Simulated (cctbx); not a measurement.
## What is wrong with this refinement?

Cell a = 5.1350 Å, b = 5.1350 Å, c = 6.3040 Å, α = 90.00°, β = 90.00°, γ = 120.00°; space group P6_3/mmc (no. 194).

The data are simulated with cctbx, not measured: Cu Kα, λ = 1.54184 Å, to d = 0.83 Å, 80 % of the full sphere, strongest reflection 20000 counts, noise from counting, a 1.5 % proportional error and a noise floor of 8 counts (s.d.); no absorption, and some extinction, which the refinements don't model.

An anisotropic refinement with weights 1/σ² prints:

```text
Rint 0.019, 67 unique reflections to 0.83 A
cycle     R1     wR2    GooF  max shift (A)
   1  0.0364  0.0805   7.386   0.00000
   2  0.0177  0.0400   3.671   0.00000
final R1 0.0177 wR2 0.0400 GooF 3.671  parameters 6  data/parameter 11.2
atom        x        y        z      Ueq    occ   su(xyz)  su(Uiso or U11)
Rb1    0.66667  0.33333  0.25000   0.0066  1.000  0.00000  0.0004
Y1     0.00000  0.00000  0.50000   0.0090  1.000  0.00000  0.0005
Ti1    0.66667  0.33333  0.75000   0.0173  1.000  0.00000  0.0008
difference map: max 0.60 min -0.73 rms 0.15
Q1    0.2863  0.5726  0.7500    6    0.61  0.42 A from Rb1
Q2    0.2134  0.4267  0.1573   12    0.19  1.22 A from Ti1
Q3    0.1517  0.3034  0.7500    6    0.19  1.62 A from Rb1
Q4    0.0000  0.2298  0.0000   12    0.18  1.18 A from Y1
Q5    0.0321  0.5161  0.5834   12    0.16  1.70 A from Rb1
Q6    0.0739  0.1479  0.6684   12    0.15  1.25 A from Y1
```

**Question.** Can this result stand? If not, what is the likely fault?

Mend it. The fault: wrong element: Rb1 is Y. Against the right model at the same level, R1 goes from 0.0059 to 0.0177 and GooF from 1.10 to 3.67, the top difference peak, 0.6 e/Å³, lies 0.42 Å from Rb1 and a hole of -0.7 e/Å³ opens. Rb1 has 2 electrons too few and its U shrinks to make up, as expected (near an absorption edge f′ can widen the mismatch well beyond the difference in Z).

The compound is Y2Ti. The right model at the same level gives:

```text
Rint 0.019, 67 unique reflections to 0.83 A
cycle     R1     wR2    GooF  max shift (A)
   1  0.0095  0.0197   1.806   0.00000
   2  0.0059  0.0120   1.103   0.00000
final R1 0.0059 wR2 0.0120 GooF 1.103  parameters 6  data/parameter 11.2
atom        x        y        z      Ueq    occ   su(xyz)  su(Uiso or U11)
Y1     0.66667  0.33333  0.25000   0.0086  1.000  0.00000  0.0001
Y2     0.00000  0.00000  0.50000   0.0074  1.000  0.00000  0.0001
Ti1    0.66667  0.33333  0.75000   0.0158  1.000  0.00000  0.0003
difference map: max 0.12 min -0.25 rms 0.05
Q1    0.0039  0.1802  0.2500   12    0.13  1.82 A from Y2
Q2    0.0000  0.2424  0.0000   12    0.12  1.24 A from Y2
Q3    0.2203  0.4406  0.2500    6    0.11  1.01 A from Ti1
Q4    0.1843  0.3687  0.7500    6    0.10  1.33 A from Y1
Q5    0.2200  0.4400  0.1250   12    0.08  1.28 A from Ti1
Q6    0.0432  0.5216  0.5767   12    0.08  1.69 A from Y1
```

The model is made up (kin elements in a known structure type, no relaxation), so it says nothing on whether the phase exists.

[Middle refinement cycles are left out of these outputs.]

[Logs are printed without paths, hosts, clocks, repeated set-up lines and the standing remarks that a program may print on its own settings, such as how far it seeks lower states.]
